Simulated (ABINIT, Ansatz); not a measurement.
# Lattice dynamics of Tm (P6_3/mmc) in two programs

Aim: the phonon dispersion of Tm (P6_3/mmc), checked by a second program.

Method: DFT PBE, scalar-relativistic, plane waves, PseudoDojo norm-conserving, 4f in core pseudopotentials, in ABINIT 10.8.3.

Most raw output is cut from this account.

## (1) Starting point

Symmetry: P6_3/mmc, No. 194, hexagonal system. Conventional cell: a = 3.538 Å, b = 3.538 Å, c = 5.555 Å, α = 90.00°, β = 90.00°, γ = 120.00°. Nearest to Tm lie 12 Tm at 3.45 to 3.54 Å.

## (2) A first look

A first run with smearing and empty bands tells whether the crystal has a gap, which decides between fixed occupations and smearing later on.

probe.abi

```
# ground state
tolvrs 1.0d-08
prtden 1
prtwf 1

# basis, mesh and filling
ecut 21.0
ngkpt 6 6 4
nshiftk 1
shiftk 0.0 0.0 0.0
istwfk *1
occopt 7
tsmear 0.005
nband 18
nstep 100
diemac 9.0
prtebands 0
prtgsr 0

# cell and atoms
acell 3*1.0 Angstrom
rprim 
    3.5375 0.0 0.0
    -1.76875 3.063564866 0.0
    0.0 0.0 5.5546
ntypat 1
znucl 69
natom 2
typat 1 1
xred 
    1/3 2/3 0.25
    2/3 1/3 0.75
pp_dirpath "./pseudo"
pseudos "Tm.upf"
```

On the command line:

```bash
> OMP_NUM_THREADS=1 mpirun -n 16 abinit probe.abi > probe.log
```

It took 3.2 s on 16 MPI ranks of Arm Neoverse V2, shared host; 49 s of CPU time.

Read from the output:

| Property | Result |
| --- | --- |
| volume per atom | 30.10 Å³ |
| pressure | -2.809 GPa |
| gap on the k-mesh | 0 eV |

No gap opens on this mesh, so smearing is kept; the printed pressure holds the stress of the finite basis too.

## (3) Relaxation

The harmonic expansion needs vanishing forces, and a free crystal bears no stress, so cell and atoms are brought to rest. Stress is more sensitive to the basis than forces are: the last 3 Ha under the cutoff are smoothed with ecutsm, and the cutoff is raised above that of the later runs.

relax.abi

```
# relaxation
ionmov 2
optcell 2
dilatmx 1.08
ntime 40
tolmxf 1.0d-05
tolvrs 1.0d-14
prtwf 0
prtden 0
chksymtnons 0

# basis, mesh and filling
ecut 27.0
ecutsm 3.0
ngkpt 12 12 8
nshiftk 1
shiftk 0.0 0.0 0.0
istwfk *1
occopt 7
tsmear 0.01
nband 18
nstep 100
diemac 1000000.0
prtebands 0
prtgsr 0

# cell and atoms
acell 3*1.0 Angstrom
rprim 
    3.5375 0.0 0.0
    -1.76875 3.063564866 0.0
    0.0 0.0 5.5546
ntypat 1
znucl 69
natom 2
typat 1 1
xred 
    1/3 2/3 0.25
    2/3 1/3 0.75
pp_dirpath "./pseudo"
pseudos "Tm.upf"
```

On the command line:

```bash
> OMP_NUM_THREADS=1 mpirun -n 16 abinit relax.abi > relax.log
```

Run time: 46 s. Hardware: 16 MPI ranks.

Relaxation path:

```tsv
step	energy less that of the first step (eV)	largest force (eV/Å)	volume (Å³)
1	0.0000	0.0000	60.20
2	0.0000	0.0000	60.19
3	-0.0003	0.0000	60.13
4	-0.0003	0.0000	60.13
5	-0.0003	0.0000	60.16
```

```tsv
conventional cell, symmetrised	before	after	change
a (Å)	3.538	3.543	+0.2 %
b (Å)	3.538	3.543	+0.2 %
c (Å)	5.555	5.533	-0.4 %
volume (Å³/atom)	30.10	30.08	-0.1 %
```

The relaxed structure:

```xyz
2
Lattice="3.5433 0.0000 0.0000 -1.7716 3.0686 0.0000 0.0000 0.0000 5.5329" Properties=species:S:1:pos:R:3 pbc="T T T"
Tm    0.0000    2.0457    1.3832
Tm    1.7716    1.0229    4.1497
```

This step gave:

- volume per atom: 30.08 Å³
- pressure: 1.72e-4 GPa

The volume changes by -0.1 % in this run and stands -0.1 % from the first cell.

## (4) Self-consistent run for the response

First-order wavefunctions inherit every error of the ground state, hence the very tight tolvrs. Smearing stays on, as the first look found no gap above 0.3 eV.

gs.abi

```
# ground state
tolvrs 1.0d-16
prtden 1
prtwf 1

# basis, mesh and filling
ecut 21.0
ngkpt 12 12 8
nshiftk 1
shiftk 0.0 0.0 0.0
istwfk *1
occopt 7
tsmear 0.01
nband 18
nstep 100
diemac 1000000.0
prtebands 0
prtgsr 0

# cell and atoms
acell 3*1.0 Angstrom
rprim 
    3.543276626 0.0 0.0
    -1.771638313 3.068567571 0.0
    0.0 0.0 5.532909683
ntypat 1
znucl 69
natom 2
typat 1 1
xred 
    1/3 2/3 0.25
    2/3 1/3 0.75
pp_dirpath "./pseudo"
pseudos "Tm.upf"
```

On the command line:

```bash
> OMP_NUM_THREADS=1 mpirun -n 16 abinit gs.abi > gs.log
```

Wall time 8.9 s (16 MPI ranks); 2.3 min of CPU time.

Numbers from this step:

| Property | Result |
| --- | --- |
| pressure | -2.721 GPa |

The cell stands at -2.7 GPa: the relaxation ran with a smoothed and higher cutoff, and the difference is a stress of the finite basis.

## (5) Linear response at Γ

At q = 0 one unit cell holds all displacements. The response is solved for single atoms along the cell's directions, and symmetry skips those that follow from others. The crystal is treated as a metal, which screens a static field, so no field response is asked.

dfpt_gamma.abi

```

# common to the responses
getwfk_filepath "gso_WFK"
kptopt 2
nqpt 1
qpt 0.0 0.0 0.0
asr 0
chneut 0

# displacements
rfphon 1
rfatpol 1 2
rfdir 1 1 1
tolvrs 1.0d-10
prtwf 0
prtpot 1

# basis, mesh and filling
ecut 21.0
ngkpt 12 12 8
nshiftk 1
shiftk 0.0 0.0 0.0
istwfk *1
occopt 7
tsmear 0.01
nband 18
nstep 100
diemac 1000000.0
prtebands 0
prtgsr 0

# cell and atoms
acell 3*1.0 Angstrom
rprim 
    3.543276626 0.0 0.0
    -1.771638313 3.068567571 0.0
    0.0 0.0 5.532909683
ntypat 1
znucl 69
natom 2
typat 1 1
xred 
    1/3 2/3 0.25
    2/3 1/3 0.75
pp_dirpath "./pseudo"
pseudos "Tm.upf"
```

On the command line:

```bash
> OMP_NUM_THREADS=1 mpirun -n 16 abinit dfpt_gamma.abi > dfpt_gamma.log
```

Run time: 36 s. Hardware: 16 MPI ranks; 9.7 min of CPU time.

Read from the output:

```yaml
largest_acoustic_frequency_at_the_zone_centre_before_the_sum_rule: 3.48 cm⁻¹
highest_optical_zone_centre_mode_no_lo_to_term: 115.8 cm⁻¹
lowest_optical_zone_centre_mode: 68.68 cm⁻¹
```

The acoustic modes at Γ come out as far as 3.5 cm⁻¹ from zero, where they should vanish, a small numerical error.

## (6) Phonons on a q mesh

Linear response treats each wavevector of the 3×3×2 mesh in the unit cell; the first-order potentials are kept for the electron-phonon matrix elements.

dfpt_q.abi

```
ndtset 5

# wavevectors
qpt1 0.3333333333 0.0 0.0
qpt2 0.3333333333 0.3333333333 0.0
qpt3 0.0 0.0 0.5
qpt4 0.3333333333 0.0 0.5
qpt5 0.3333333333 0.3333333333 0.5

# displacements
getwfk_filepath "gso_WFK"
getwfq_filepath "gso_WFK"
kptopt 3
nqpt 1
rfphon 1
rfatpol 1 2
rfdir 1 1 1
tolvrs 1.0d-10
prtwf 0
prtpot 1

# basis, mesh and filling
ecut 21.0
ngkpt 12 12 8
nshiftk 1
shiftk 0.0 0.0 0.0
istwfk *1
occopt 7
tsmear 0.01
nband 18
nstep 100
diemac 1000000.0
prtebands 0
prtgsr 0

# cell and atoms
acell 3*1.0 Angstrom
rprim 
    3.543276626 0.0 0.0
    -1.771638313 3.068567571 0.0
    0.0 0.0 5.532909683
ntypat 1
znucl 69
natom 2
typat 1 1
xred 
    1/3 2/3 0.25
    2/3 1/3 0.75
pp_dirpath "./pseudo"
pseudos "Tm.upf"
```

On the command line:

```bash
> OMP_NUM_THREADS=1 mpirun -n 16 abinit dfpt_q.abi > dfpt_q.log
```

Elapsed: 13 min, on 16 MPI ranks.

This step gave:

- lowest mode on the q mesh (acoustic ones at the zone centre apart): 49.29 cm⁻¹

Frequencies (cm⁻¹) before the sum rule at the irreducible wavevectors but Γ, which is solved apart; negative means imaginary. Frequencies by wavevector:

```tsv
q (fractions)	star	mode 1	mode 2	mode 3	mode 4	mode 5	mode 6
0.3333 0 0	6	52.27	56.22	86.04	91.41	95.42	111.3
0.3333 0.3333 0	2	83.2	83.2	87.52	87.52	96.56	102.9
0 0 0.5	1	49.29	49.29	49.29	49.29	82.38	82.38
0.3333 0 0.5	6	66.9	66.9	72.07	72.07	100.4	100.4
0.3333 0.3333 0.5	2	54.71	54.71	97.13	97.13	101.3	101.3
```

## (7) Dispersion

anaddb transforms the dynamical matrices to force constants and back along the path; points of the mesh come back as solved, but for the sum rule and, in polar crystals, the LO-TO term at Γ; the rest is interpolation.

anaddb.abi

```
ddb_filepath "all_DDB"
output_file "anaddb.abo"
outdata_prefix "anaddb"
ifcflag 1
ngqpt 3 3 2
nqshft 1
q1shft 0.0 0.0 0.0
asr 1
chneut 0
dipdip 0
dipquad 0
quadquad 0
enunit 0
eivec 0
nph1l 93
qph1l 
    0.0 0.0 0.0 1.0
    0.05 0.0 0.0 1.0
    0.1 0.0 0.0 1.0
    0.15 0.0 0.0 1.0
    0.2 0.0 0.0 1.0
    0.25 0.0 0.0 1.0
    0.3 0.0 0.0 1.0
    0.35 0.0 0.0 1.0
    0.4 0.0 0.0 1.0
    0.45 0.0 0.0 1.0
    0.5 0.0 0.0 1.0
    0.48333333 0.03333333 0.0 1.0
    0.46666667 0.06666667 0.0 1.0
    0.45 0.1 0.0 1.0
    0.43333333 0.13333333 0.0 1.0
    0.41666667 0.16666667 0.0 1.0
    0.4 0.2 0.0 1.0
    0.38333333 0.23333333 0.0 1.0
    0.36666667 0.26666667 0.0 1.0
    0.35 0.3 0.0 1.0
    0.33333333 0.33333333 0.0 1.0
    0.3 0.3 0.0 1.0
    0.26666667 0.26666667 0.0 1.0
    0.23333333 0.23333333 0.0 1.0
    0.2 0.2 0.0 1.0
    0.16666667 0.16666667 0.0 1.0
    0.13333333 0.13333333 0.0 1.0
    0.1 0.1 0.0 1.0
    0.06666667 0.06666667 0.0 1.0
    0.03333333 0.03333333 0.0 1.0
    0.0 0.0 0.0 1.0
    0.0 0.0 0.05 1.0
    0.0 0.0 0.1 1.0
    0.0 0.0 0.15 1.0
    0.0 0.0 0.2 1.0
    0.0 0.0 0.25 1.0
    0.0 0.0 0.3 1.0
    0.0 0.0 0.35 1.0
    0.0 0.0 0.4 1.0
    0.0 0.0 0.45 1.0
    0.0 0.0 0.5 1.0
    0.05 0.0 0.5 1.0
    0.1 0.0 0.5 1.0
    0.15 0.0 0.5 1.0
    0.2 0.0 0.5 1.0
    0.25 0.0 0.5 1.0
    0.3 0.0 0.5 1.0
    0.35 0.0 0.5 1.0
    0.4 0.0 0.5 1.0
    0.45 0.0 0.5 1.0
    0.5 0.0 0.5 1.0
    0.48333333 0.03333333 0.5 1.0
    0.46666667 0.06666667 0.5 1.0
    0.45 0.1 0.5 1.0
    0.43333333 0.13333333 0.5 1.0
    0.41666667 0.16666667 0.5 1.0
    0.4 0.2 0.5 1.0
    0.38333333 0.23333333 0.5 1.0
    0.36666667 0.26666667 0.5 1.0
    0.35 0.3 0.5 1.0
    0.33333333 0.33333333 0.5 1.0
    0.3 0.3 0.5 1.0
    0.26666667 0.26666667 0.5 1.0
    0.23333333 0.23333333 0.5 1.0
    0.2 0.2 0.5 1.0
    0.16666667 0.16666667 0.5 1.0
    0.13333333 0.13333333 0.5 1.0
    0.1 0.1 0.5 1.0
    0.06666667 0.06666667 0.5 1.0
    0.03333333 0.03333333 0.5 1.0
    0.0 0.0 0.5 1.0
    0.5 0.0 0.5 1.0
    0.5 0.0 0.45 1.0
    0.5 0.0 0.4 1.0
    0.5 0.0 0.35 1.0
    0.5 0.0 0.3 1.0
    0.5 0.0 0.25 1.0
    0.5 0.0 0.2 1.0
    0.5 0.0 0.15 1.0
    0.5 0.0 0.1 1.0
    0.5 0.0 0.05 1.0
    0.5 0.0 0.0 1.0
    0.33333333 0.33333333 0.5 1.0
    0.33333333 0.33333333 0.45 1.0
    0.33333333 0.33333333 0.4 1.0
    0.33333333 0.33333333 0.35 1.0
    0.33333333 0.33333333 0.3 1.0
    0.33333333 0.33333333 0.25 1.0
    0.33333333 0.33333333 0.2 1.0
    0.33333333 0.33333333 0.15 1.0
    0.33333333 0.33333333 0.1 1.0
    0.33333333 0.33333333 0.05 1.0
    0.33333333 0.33333333 0.0 1.0
```

mrgddb.in

```
all_DDB
merged
6
dfpt_gammao_DDB
dfpt_qo_DS1_DDB
dfpt_qo_DS2_DDB
dfpt_qo_DS3_DDB
dfpt_qo_DS4_DDB
dfpt_qo_DS5_DDB
```

On the command line:

```bash
> mrgddb < mrgddb.in > mrgddb.log
> OMP_NUM_THREADS=1 anaddb anaddb.abi > anaddb.log
```

It took 0.51 s on 1 thread.

Numbers from this step:

| Quantity | Value |
| --- | --- |
| lowest frequency on the path | 0 cm⁻¹ |

Anaddb. Phonon branches along the path, in cm⁻¹:

```tsv
point	branch 1	branch 2	branch 3	branch 4	branch 5	branch 6
Γ	0	0	0	69	69	116
halfway	45	45	71	85	88	114
M	58	68	97	98	102	106
halfway	69	74	90	100	101	102
K	83	83	87	87	97	103
halfway	51	58	70	90	91	112
Γ	0	0	0	69	69	116
halfway	27	27	45	64	64	107
A	49	49	49	49	82	82
halfway	66	66	66	66	92	92
L	67	67	77	77	108	108
halfway	59	59	88	88	106	106
H	55	55	97	97	101	101
halfway	61	61	76	76	95	95
A	49	49	49	49	82	82
jump to L	67	67	77	77	108	108
halfway	63	63	86	91	105	108
M	58	68	97	98	102	106
jump to H	55	55	97	97	101	101
halfway	66	66	96	98	98	101
K	83	83	87	87	97	103
```

All branches are real along the path.

## (8) Density of states

Sums over the zone need many more wavevectors than were solved, so the interpolation is sampled on a dense mesh.

anaddb.abi

```
ddb_filepath "all_DDB"
output_file "anaddb.abo"
outdata_prefix "anaddb"
ifcflag 1
ngqpt 3 3 2
nqshft 1
q1shft 0.0 0.0 0.0
asr 1
chneut 0
dipdip 0
dipquad 0
quadquad 0
prtdos 2
ng2qpt 15 15 8
dosdeltae 4.5563e-06
ntemper 11
temperinc 100.0
tempermin 0.0
```

On the command line:

```bash
> OMP_NUM_THREADS=1 anaddb anaddb.abi > anaddb.log
```

The job ended after 0.54 s (1 thread).

This step gave:

| Property | Result |
| --- | --- |
| share of modes beyond 3i cm⁻¹ on the dense interpolated mesh | 0 |
| zero-point energy per atom | 14.81 meV |
| heat capacity at 300 K | 24.62 J/(mol atoms K) |
| vibrational entropy at 300 K | 50.08 J/(mol atoms K) |

The phonon density of states has structure finer than the step of the table below, so its rows give means over 5 cm⁻¹, whole bins alone (the curve runs from -30 to 146 cm⁻¹). Peaks (cm⁻¹: height): 59.0: 0.122, 85.0: 0.108, 107.0: 0.137.

Tetrahedra. Table of phonon density of states by wavenumber; means over each step:

```tsv
wavenumber (cm⁻¹)	phonon density of states (1/cm⁻¹/cell)
0	5.0e-6
5	1.1e-4
10	4.1e-4
15	0.00127
20	0.00260
25	0.00461
30	0.00721
35	0.0107
40	0.0157
45	0.0233
50	0.0364
55	0.0819
60	0.106
65	0.0885
70	0.0766
75	0.0753
80	0.0858
85	0.0996
90	0.0894
95	0.0960
100	0.104
105	0.123
110	0.0539
115	0.0133
120	0
```

Harmonic thermodynamic functions per atom, summed over the density of states scaled to three modes an atom; melting is ignored. Thermodynamic functions:

```tsv
T (K)	F_vib (meV/atom)	S (J/mol-atom/K)	C_V (J/mol-atom/K)
0	14.81	0	0
50	13.07	10.22	16.34
100	4	23.91	22.27
200	-30.06	40.17	24.23
300	-77.17	50.08	24.62
400	-132.9	57.19	24.76
500	-195.2	62.72	24.83
600	-262.6	67.25	24.86
700	-334.3	71.09	24.88
800	-409.8	74.41	24.9
900	-488.4	77.34	24.91
1000	-570	79.97	24.91
```

At 300 K the heat capacity has reached 99 % of the Dulong-Petit value.

## (9) Cross-check with Ansatz

A second program on the same cell, potentials, cutoff and meshes tests the implementation of the phonon response, not its convergence.

This step: DFT PBE, scalar-relativistic, plane waves, norm-conserving pseudopotentials, 4f in core (Ansatz 0.2.0).

input.yaml

```yaml
crystal:
  lattice:
    - [3.5432766258, 0.0, 0.0]
    - [-1.7716383129, 3.0685675706, 0.0]
    - [0.0, 0.0, 5.5329096829]
  atoms:
    - { symbol: Tm, position: [0.3333333333, 0.6666666667, 0.25] }
    - { symbol: Tm, position: [0.6666666667, 0.3333333333, 0.75] }
kpoints:
  mp_grid: { grid: [12, 12, 8] }
hamiltonian:
  xc: pbe
  pseudopotentials:
    kind: nc
    azcp: { Tm: "pseudopotentials/pbe/nc/lanthanide_3plus/Tm.nc.azcp" }
    accuracy: standard
scf:
  occupations: { method: gaussian, width: 0.27211 }
output:
  eigenvalues: true
basis:
  ecutwfc: 571.439
phonons:
  method: dfpt
  qmesh: [3, 3, 2]
  temperatures: { t_max: 1000, t_step: 50 }
  qpath:
    path:
      - [[0.0, 0.0, 0.0], [0.5, 0.0, 0.0], [0.33333333, 0.33333333, 0.0], [0.0, 0.0, 0.0], [0.0, 0.0, 0.5], [0.5, 0.0, 0.5], [0.33333333, 0.33333333, 0.5], [0.0, 0.0, 0.5]]
      - [[0.5, 0.0, 0.5], [0.5, 0.0, 0.0]]
      - [[0.33333333, 0.33333333, 0.5], [0.33333333, 0.33333333, 0.0]]
    npoints: 10
  electrical_resistivity: { temperatures: [77, 300], mesh: [24, 24, 16] }
```

On the command line:

```bash
> ansatz run input.yaml --threads 16 --pin off --max-ram 32768MiB --backend cpu --events-out ev --progress --plain --runs-dir out
```

The job ended after 2.2 min (16 threads; peak memory 2.4 GiB).

Read from the output:

```
sum-rule residual before enforcement                               : 1.18e-5 eV/Å²
mean frequency                                                     : 79.7 cm⁻¹
Debye temperature (second moment)                                  : 153 K
logarithmic mean frequency                                         : 76.6 cm⁻¹
lowest optical zone-centre mode                                    : 68.71 cm⁻¹
lowest mode on the q mesh (acoustic ones at the zone centre apart) : 49.32 cm⁻¹
zero-point energy per atom                                         : 14.82 meV
```

## (10) Side by side: ABINIT PseudoDojo and Ansatz, PseudoDojo

Worked out from the results:

- root-mean-square difference: 0.03 cm⁻¹
- largest difference: 0.08 cm⁻¹
- root-mean-square difference on the path: 0 cm⁻¹
- largest difference on the path: 0.1 cm⁻¹

The interpolated bands of the two lie on top of each other.

At the solved wavevectors the largest difference (acoustic modes at Γ apart) is 0.07 % of the highest mode.

## (11) Outcome

- space group after relaxation: P6_3/mmc
- volume per atom: 30.1 Å³
- highest optical zone-centre mode (no LO-TO term): 115.8 cm⁻¹
- lowest optical zone-centre mode: 68.7 cm⁻¹
- q mesh: 3×3×2
- lowest mode on the q mesh (acoustic ones at the zone centre apart): 49.3 cm⁻¹
- zero-point energy per atom: 14.8 meV
- heat capacity at 300 K: 24.6 J/(mol atoms K)
- vibrational entropy at 300 K: 50.1 J/(mol atoms K)
- imaginary modes on the q mesh: none
- largest difference from Ansatz, PseudoDojo: 0.08 cm⁻¹

Tm (P6_3/mmc) is dynamically stable on the 3×3×2 mesh; its spectrum reaches 116 cm⁻¹. At the PBE level the optical modes of Tm (P6_3/mmc) at the zone centre run from 69 to 116 cm⁻¹. Along axes with an odd number of divisions the mesh misses the zone-boundary points at one half, where instabilities often lie; those are only interpolated. The base run prints -2.7 GPa, mostly the error of a finite basis; the relaxation, with a smoothed and higher cutoff, had brought the cell to rest. An error of this size shows a cutoff that is short for these files. ABINIT PseudoDojo and Ansatz, PseudoDojo agree to 0.08 cm⁻¹ (0.07 % of the highest mode compared) on all solved modes but the acoustic ones at Γ. These are harmonic frequencies at zero temperature: anharmonic shifts and linewidths and thermal expansion are left out. Spin-orbit coupling is left out, which can matter for the heavy elements here. In a metal the frequencies hang on the k mesh and the smearing, most of all near Kohn anomalies. The 4f electrons are frozen in the core as for a trivalent ion, so their moments and any magnetic order are left out. Ansatz warns that the cutoff lies 16 % under the one recommended for these files; agreement at one cutoff is not convergence. Electron-phonon sums were run after this but are left out, since no second program bore their λ out within 30 %; a λ that a log prints is not taken as a result.

[Host names and launcher messages were left out of these logs when they were recorded.]

[Logs are printed without paths, hosts, clocks, repeated set-up lines and the standing remarks that a program may print on its own settings, such as how far it seeks lower states.]

[Hosts, paths, dates, database ids (printed as entryN), source tags and the programs' standing remarks are cut or masked in the printed files.]
